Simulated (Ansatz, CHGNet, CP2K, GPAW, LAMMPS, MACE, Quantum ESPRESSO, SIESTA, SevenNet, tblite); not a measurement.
**Other levels on In2O3 with crystalline order left by the classical run (85 atoms)**

Density of this cell: 6.65 g/cm³. The cell holds 85 atoms: 34 In and 51 O. Cell: a = 10.561 Å, b = 10.561 Å, c = 10.561 Å, α = 90.0°, β = 90.0°, γ = 90.0°. 85 atoms (34 Sc, 51 O) placed at random at 3.63 g/cm³, melted at 5000 K for 10 ps at fixed volume with the Morse and Coulomb pair potential with partial charges (Pedone, Malavasi, Menziani, Cormack and Segre, J. Phys. Chem. B 110, 11780 (2006)). Quenched from 5000 K to 300 K at 10 K/ps and fixed volume, held 10 ps at zero pressure, then minimised at fixed cell. Then Sc was replaced by In and the cell scaled by 1.038 (the potential has no terms for the new elements, so the cell is a start for a DFT relaxation).

Geometry: as built.

The reference, a calculation:

```
method                                           : Kohn-Sham DFT, PBE, PAW, plane waves (Ansatz 0.2.0); cutoff 420 eV, Γ point, fermi-dirac smearing of 0.05 eV; PAW set soft_2
r.m.s. force component                           : 0.2336 eV/Å
longest force                                    : 1.087 eV/Å
pressure                                         : -2.215 GPa
gap (highest filled to lowest empty level) : 0.2719 eV
SCF cycles                                       : 11
time                                             : 22 s on 4 threads of Arm Neoverse V2, shared host
CPU time                                         : 82 s
```

Runs, in no order:
A. GPAW PBE, LCAO dzp, h 0.18 Å: Kohn-Sham DFT, PBE, PAW, atomic orbitals (dzp)
B. QE PBE, sssp-1.3.0-efficiency, 60/480 Ry: Kohn-Sham DFT, PBE, SSSP efficiency 1.3.0 pseudopotentials, plane waves
C. GPAW PBE, LCAO dzp, h 0.22 Å: Kohn-Sham DFT, PBE, PAW, atomic orbitals (dzp)
D. CP2K PBE, DZVP-UZH, 800/50 Ry, diagonalisation: Kohn-Sham DFT, PBE, GTH-PBE pseudopotentials, Gaussian and plane waves, DZVP-MOLOPT (UZH set), diagonalisation

**Question.** Rank the runs by how far their forces lie from the reference's, least first.

B, D, A, C.

```csv
run,"Δ force, r.m.s. (meV/Å)",share of r.m.s. force (%),CPU time
"B. QE PBE, sssp-1.3.0-efficiency, 60/480 Ry",16.6,7.12,20 min
"D. CP2K PBE, DZVP-UZH, 800/50 Ry, diagonalisation",50.2,21.5,11 min
"A. GPAW PBE, LCAO dzp, h 0.18 Å",78.0,33.4,7.1 min
"C. GPAW PBE, LCAO dzp, h 0.22 Å",147,63.1,4.3 min
```

The network of bonds at the start is that of the classical potential that made the cell, and needn't be the one that DFT or experiment would give. The electronic-structure runs sample only Γ, in a cell whose shortest periodic width is 11 Å.

[Logs are printed without paths, hosts, clocks, repeated set-up lines and the standing remarks that a program may print on its own settings, such as how far it seeks lower states.]

[Hosts, paths, dates, database ids (printed as entryN), source tags and the programs' standing remarks are cut or masked in the printed files.]
